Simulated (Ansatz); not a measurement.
## KF (Carobbiite): optical spectrum from first principles

Wanted: where KF (Carobbiite) starts to absorb, how strongly, and its refractive index.

Method: DFT, PBE, plane-wave PAW, default files, scalar-relativistic, independent-particle optical response without local fields, in Ansatz 0.2.0.

### Step 1. Starting point

Symmetry: Fm-3m, No. 225, cubic system. Conventional cell: a = 5.344 Å, b = 5.344 Å, c = 5.344 Å, α = 90.00°, β = 90.00°, γ = 90.00°. Nearest to K lie 6 F at 2.67 Å. Nearest to F lie 6 K at 2.67 Å. Farther neighbours and most contacts between anions are not listed.

### Step 2. Ground state and bands

The self-consistent density comes first; it also tells whether there is a gap, which decides the occupations and the need for a Drude term.

This step: DFT, PBE, plane-wave PAW, default files, scalar-relativistic, ground state (Ansatz 0.2.0).

File input.yaml:

```yaml
crystal:
  lattice:
    - [0.0, 2.67185, 2.67185]
    - [2.67185, 0.0, 2.67185]
    - [2.67185, 2.67185, 0.0]
  atoms:
    - { symbol: K, position: [0.0, 0.0, 0.0] }
    - { symbol: F, position: [0.5, 0.5, 0.5] }
kpoints:
  mp_grid: { grid: [7, 7, 7] }
  band_path:
    path:
      - [[0.0, 0.0, 0.0], [0.5, 0.0, 0.5], [0.5, 0.25, 0.75], [0.375, 0.375, 0.75], [0.0, 0.0, 0.0], [0.5, 0.5, 0.5], [0.625, 0.25, 0.625], [0.5, 0.25, 0.75], [0.5, 0.5, 0.5], [0.375, 0.375, 0.75]]
      - [[0.625, 0.25, 0.625], [0.5, 0.0, 0.5]]
    npoints: 7
scf:
  occupations: { method: fermi_dirac, width: 0.05 }
  n_extra_bands: 6
hamiltonian:
  xc: pbe
  pseudopotentials: { kind: paw }
output:
  forces: true
  stress: true
  populations: true
  write_bands: true
  write_density: true
  write_potential: true
  elf: true
  volumetric_format: npy
```

Run with:

```sh
$ ansatz run input.yaml --threads 2 --pin off --max-ram 5120MiB --backend cpu --events-out ev --progress --plain --runs-dir out
```

Numbers of over 12 decimals in the logs are rounded to 6 here.

The log of the run:

```text
scf.n_extra_bands = 6 over 8 filled bands (N_el = 16.0): the run solves 14 bands
Engine: ansatz 0.2.0, x86_64-unknown-linux-gnu
Pseudopotentials: kind: paw
Pseudopotential: K, paw, valence charge 9, recommended cutoff 420 eV (normal), K.paw.azcp
Pseudopotential: F, paw, valence charge 7, recommended cutoff 420 eV (normal), F.paw.azcp
Functional definition: PBE
  parameter kappa = 0.804
  parameter beta = 0.066725
  exchange = pbe_x(kappa = kappa, mu = beta*pi^2/3)
  correlation = pbe_c(beta = beta)
Crystal: 2 atoms, lattice volume = 38.148 Å³
Basis set: ecut = 420 eV, 725 PW (Γ), exchange–correlation on 54×54×54 points (8 copies of the dense FFT grid, shifted against one another)
Bands: 14, of which v1, the nominal top of the filled ones, is band 8 counted from 1 (7 counted from 0)
Symmetry: 48 space group operations
Space group: Fm-3m (ITA 225), of the structure as read, at distance tolerance 3.4e-5 Å
k-points: 20 of 343
Non-local potential: K, projectors of the file, l = 0: 3, l = 1: 2, l = 2: 2
Non-local potential: F, projectors of the file, l = 0: 2, l = 1: 2, l = 2: 1
PAW form: soft (Blöchl's): semilocal exchange-correlation on the pseudo side does not see the compensation charge
PAW one-centre angular grid: K, 110 points (default); XC on 64 Gauss nodes
PAW one-centre angular grid: F, 110 points (default); XC on 64 Gauss nodes
Initial density: superposition of atomic densities (neutral atoms: chi_scale 0, normalization atom), corrected by the library's trained network
Initial wavefunctions: pseudopotential atomic-orbital guess
Functional: x = pbe(κ = 0.804, μ = 0.219515), c = pbe(β = 0.066725)
SCF iter   1: F=—  HF=-2348.795997 eV  |F-HF|=—  |Δ(HF+E_count)|=         —  Δρ=9.32e-4  dr2=2.00e-4  ethr=1.77e-3  ⟨swp⟩=6.2  Hψ=1757  notcnv=0
preconditioner: auto → none  [insulator: Δε(μ)=6.179 eV  Ē_g=18.614 eV  σ=0.050 eV  W_gap=1.00  n_scr=14 (ndim 8)  ℏωp=22.5 eV  f_vac=0.122  D(μ)=0.00/eV (n_scr^D=0)  ε∞_Penn≈2.5]
SCF iter   2: F=—  HF=-2348.796166 eV  |F-HF|=—  |Δ(HF+E_count)|=   1.68e-4  Δρ=1.59e-3  dr2=7.29e-4  ethr=1.25e-6  ⟨swp⟩=2.1  Hψ=599  notcnv=0  defer=4
SCF iter   3: F=—  HF=-2348.796019 eV  |F-HF|=—  |Δ(HF+E_count)|=   1.47e-4  Δρ=6.51e-4  dr2=1.38e-4  ethr=1.25e-6  ⟨swp⟩=2.0  Hψ=348  notcnv=0  defer=4
SCF iter   4: F=—  HF=-2348.795981 eV  |F-HF|=—  |Δ(HF+E_count)|=   3.78e-5  Δρ=1.74e-4  dr2=7.65e-6  ethr=8.63e-7  ⟨swp⟩=2.0  Hψ=303  notcnv=0  defer=4
SCF iter   5: F=—  HF=-2348.796048 eV  |F-HF|=—  |Δ(HF+E_count)|=   6.73e-5  Δρ=7.39e-4  dr2=1.65e-4  ethr=4.78e-8  ⟨swp⟩=2.8  Hψ=468  notcnv=0  defer=4
SCF iter   6: F=—  HF=-2348.796012 eV  |F-HF|=—  |Δ(HF+E_count)|=   3.61e-5  Δρ=3.21e-4  dr2=3.22e-5  ethr=4.78e-8  ⟨swp⟩=2.0  Hψ=388  notcnv=0  defer=4
SCF iter   7: F=—  HF=-2348.796004 eV  |F-HF|=—  |Δ(HF+E_count)|=   7.82e-6  Δρ=1.15e-4  dr2=4.12e-6  ethr=4.78e-8  ⟨swp⟩=2.0  Hψ=388  notcnv=0  defer=4
SCF iter   8: F=—  HF=-2348.796003 eV  |F-HF|=—  |Δ(HF+E_count)|=   1.08e-6  Δρ=2.93e-5  dr2=2.64e-7  ethr=2.57e-8  ⟨swp⟩=2.0  Hψ=298  notcnv=0  defer=4
SCF iter   9: F=-2348.796003 eV  HF=-2348.796003 eV  |F-HF|=3.50e-8  |Δ(HF+E_count)|=   6.26e-8  Δρ=1.13e-5  dr2=3.94e-8  ethr=6.25e-10  ⟨swp⟩=8.4  Hψ=1713  notcnv=0
SCF 1 converged in 9 iterations: F = -2348.796003 eV  dr2 = 3.94e-8
  greatest PAW one-centre occupation: 0.988 electrons in one spin orbital (limit 2), on the K atom at site 0 (counted from 0), in its partial waves of l = 0
NSCF: frozen V_eff on 72 k-points
SCF converged after 9 iterations
Free energy (F): -2348.796003 eV
Harris-Foulkes:  -2348.796003 eV  (|F-HF|=3.50e-8)
Internal energy: -2348.796003 eV  (E = F + TS)
E sigma→0 (E₀):  -2348.796003 eV
Fermi energy:    4.650275 eV
--- Per-component energies (eV) ---
  E_band       = -125.163430
  E_kinetic    = 462.342367
  E_local      = -1111.071251  (includes V_loc(G=0)·N_el)
  E_nonlocal   = 85.952636
  E_hartree    = 400.710329
  E_xc         = -216.472388
  E_vxc        = -269.093675  (∫ρ·V_xc dr)
  E_paw        = -982.197823  (= ΣΔE_a)
  E_vpaw       = -94.711179  (= ΣTr[D̂ρ^β])
  E_aug_tail   = 0.002067  (compensation charges beyond the density's cutoff)
  E_ewald      = -988.061939
  E_smearing   = -0.000000  (= −TS)
  E_closure    = 0.000000  (closes the sum)
  Σ components = -2348.796003   (vs F -2348.796003, Δ=0.00e0)
--- Forces (eV/Å), atoms counted from 1 ---
  atom   1  K     -0.00000000     0.00000000    -0.00000000
  atom   2  F      0.00000000     0.00000000     0.00000000
  max |Σ_I F_I| component: 3.64e-29 eV/Å
--- Stress (GPa, compression-positive) ---
        1.380120       0.000000       0.000000
       -0.000000       1.380120      -0.000000
       -0.000000      -0.000000       1.380120
  P = ⅓ Tr σ = 1.3801 GPa (13.801 kbar)
--- Band table (eV; the first three rows and the last of 20) ---
  k-point 0: bands = [... 4 lower, -7.9124, 1.4612, 1.4612, 1.4612, 7.6430, 12.1368, 12.1368, 12.1368, ... 2 higher]
  k-point 1: bands = [... 4 lower, -7.9194, 1.2840, 1.3934, 1.3934, 8.1997, 11.8348, 12.4019, 12.4019, ... 2 higher]
  k-point 2: bands = [... 4 lower, -7.9349, 0.9413, 1.2452, 1.2452, 9.5034, 11.5185, 13.0060, 13.0060, ... 2 higher]
  k-point 19: bands = [... 4 lower, -8.0067, 1.0480, 1.2708, 1.2853, 10.8653, 11.5795, 12.6929, 14.8584, ... 2 higher]
--- Löwdin populations: 2 sites ---
  site symbol       q [e]
     0      K      8.1417
     1      F      7.7801
  spilling = 0.004886 (of n_electrons = 16.000000)
```

The job ended after 1.5 s (2 threads of Intel Xeon Platinum 8488C (Sapphire Rapids), shared host; peak memory 0.36 GiB; 1.4 s of CPU time).

This step gave:

* free energy: -2348.7960 eV
* Fermi energy: 4.650 eV
* gap by band count: 6.182 eV
* electrons: 16
* symmetry operations: 48
* pressure: 1.380 GPa
* gap on the k-mesh: 6.182 eV
* volume: 38.15 Å³
* gap on the path: 6.182 eV
* least direct gap on the path: 6.182 eV

There is a gap, 6.18 eV on the path, so no carriers' term is needed. The cell is left with a pressure of 1.4 GPa, as it stands unrelaxed at this level.

Electronic bands along the path, in eV, zero at the Fermi level; v1 is the highest filled band, c1 the lowest empty one:

| point | v3 | v2 | v1 | c1 | c2 | c3 | c4 |
| --- | --- | --- | --- | --- | --- | --- | --- |
| Γ | -3.19 | -3.19 | -3.19 | 2.99 | 7.49 | 7.49 | 7.49 |
| 0.43 of the way | -3.64 | -3.23 | -3.23 | 4.40 | 6.25 | 8.57 | 8.57 |
| X | -3.40 | -3.25 | -3.25 | 5.03 | 7.12 | 8.62 | 10.31 |
| 0.43 of the way | -3.39 | -3.38 | -3.27 | 5.34 | 7.43 | 8.03 | 10.30 |
| W | -3.59 | -3.35 | -3.35 | 6.55 | 6.55 | 8.00 | 10.15 |
| 0.57 of the way | -3.56 | -3.38 | -3.36 | 5.93 | 7.28 | 7.92 | 10.25 |
| K | -3.53 | -3.38 | -3.38 | 5.77 | 7.54 | 7.88 | 10.31 |
| 0.43 of the way | -3.78 | -3.50 | -3.29 | 5.46 | 6.62 | 8.54 | 8.69 |
| Γ | -3.19 | -3.19 | -3.19 | 2.99 | 7.49 | 7.49 | 7.49 |
| 0.57 of the way | -3.71 | -3.40 | -3.40 | 4.85 | 6.87 | 8.36 | 8.36 |
| L | -3.98 | -3.54 | -3.54 | 5.89 | 7.42 | 8.85 | 8.85 |
| 0.43 of the way | -3.84 | -3.50 | -3.48 | 6.08 | 7.10 | 8.65 | 9.17 |
| U | -3.53 | -3.38 | -3.38 | 5.77 | 7.54 | 7.88 | 10.31 |
| 0.57 of the way | -3.57 | -3.37 | -3.35 | 6.05 | 7.11 | 7.95 | 10.22 |
| W | -3.59 | -3.35 | -3.35 | 6.55 | 6.55 | 8.00 | 10.15 |
| 0.43 of the way | -3.71 | -3.45 | -3.42 | 6.29 | 6.82 | 8.37 | 9.66 |
| L | -3.98 | -3.54 | -3.54 | 5.89 | 7.42 | 8.85 | 8.85 |
| 0.57 of the way | -3.75 | -3.48 | -3.44 | 6.14 | 7.01 | 8.49 | 9.41 |
| K | -3.53 | -3.38 | -3.38 | 5.77 | 7.54 | 7.88 | 10.31 |
| jump to U | -3.53 | -3.38 | -3.38 | 5.77 | 7.54 | 7.88 | 10.31 |
| 0.57 of the way | -3.40 | -3.31 | -3.28 | 5.18 | 7.29 | 8.31 | 10.32 |
| X | -3.40 | -3.25 | -3.25 | 5.03 | 7.12 | 8.62 | 10.31 |

The electronic bands as a text plot (rows in eV, shown from -4.0 to 9.0 only):

```
    8.7 |   +   +++         ++         ++++++        +++++++    +
    8.2 |  +       + +++  ++  ++     ++      ++ +++++       ++ +
    7.6 |++        ++   ++     ++++++    +     +        +     +
    7.1 | +      ++  + +  +    +++  +++++ +++++ ++   +++ +++++ ++
    6.6 |  +    +     +    ++++                   +++
    6.0 |   +  +     + +++++            ++++++++++   +++++++++
    5.5 |    +++   ++       ++         +                      +
    4.9 |       +++                   +                        ++
    4.4 |   +                 +      +
    3.9 |  +                   +
    3.3 | +                     ++ ++
    2.8 |+                        +
    2.2 |
    1.7 |
    1.2 |
    0.6 |
    0.1 |
   -0.5 |
   -1.0 |
   -1.5 |
   -2.1 |
   -2.6 |
   -3.2 |******************************      ********       *****
   -3.7 |  ******   ************     **************************
         Γ       X    W  K        Γ      L     U  W     L   K|U X
```

ELF in the ac plane of the conventional cell at fractional y = 0.000, with atoms of K and F within 0.2 Å of it. It is the smooth field of the valence electrons, not physical close to the nuclei.

Ten even steps from '_' (0.01) to '@' (0.86), each cell a mean:
```
%%@@%%::..##@@##%%%%==..**@@@@
@@@@##....++%%@@%%##--__==%%@@
**++::____::======--..__..==**
..____________....__________..
==--::____::++****==..__..--==
%%%%++....##@@@@@@%%==__--##%%
##@@##..::%%@@%%@@@@**..==%%%%
**@@##..--@@@@##%%@@**..==@@##
@@@@**..::%%@@@@@@@@++__==%%@@
##**==__..++%%@@%%##::__::++##
::..______..::--::..______....
--::________........______..::
@@%%==____==**####++::__::##%%
@@@@%%::..**@@@@@@%%--__++@@@@
##@@@@--::##@@**##%%==..**@@%%
```

Electrostatic potential energy in the ac plane of the conventional cell at fractional y = 0.000, with atoms of K and F within 0.2 Å of it. With pseudopotentials it is smooth inside the atoms' cores, unlike the true potential.

Ten even steps from '_' (-42 eV) to '@' (9 eV), each cell a mean:
```
__..**%%@@@@--__..##@@@@##--__
::++##@@@@@@%%**##@@@@@@%%**--
##%%@@@@@@@@@@@@@@@@@@@@@@%%##
@@@@@@@@@@@@@@@@@@@@@@@@@@@@@@
@@@@@@@@@@@@%%##%%%%@@@@@@@@@@
**%%@@@@@@##++----**%%@@@@@@##
..==@@@@%%**..____--%%@@@@##..
__::@@@@%%++______--##@@@@**__
::**@@@@@@**::__..++%%@@@@%%--
@@@@@@@@@@%%**++**##@@@@@@@@@@
@@@@@@@@@@@@@@%%%%@@@@@@@@@@@@
%%@@@@@@@@@@@@@@@@@@@@@@@@@@%%
++##%%@@@@@@@@@@@@@@@@@@@@##**
..--##@@@@@@**::==%%@@@@%%++..
__..++%%@@@@::__..**@@@@##::__
```

(Continued in part 2 of 2.)

[Logs are printed without paths, hosts, clocks, repeated set-up lines and the standing remarks that a program may print on its own settings, such as how far it seeks lower states.]

[Hosts, paths, dates, database ids (printed as entryN), source tags and the programs' standing remarks are cut or masked in the printed files.]
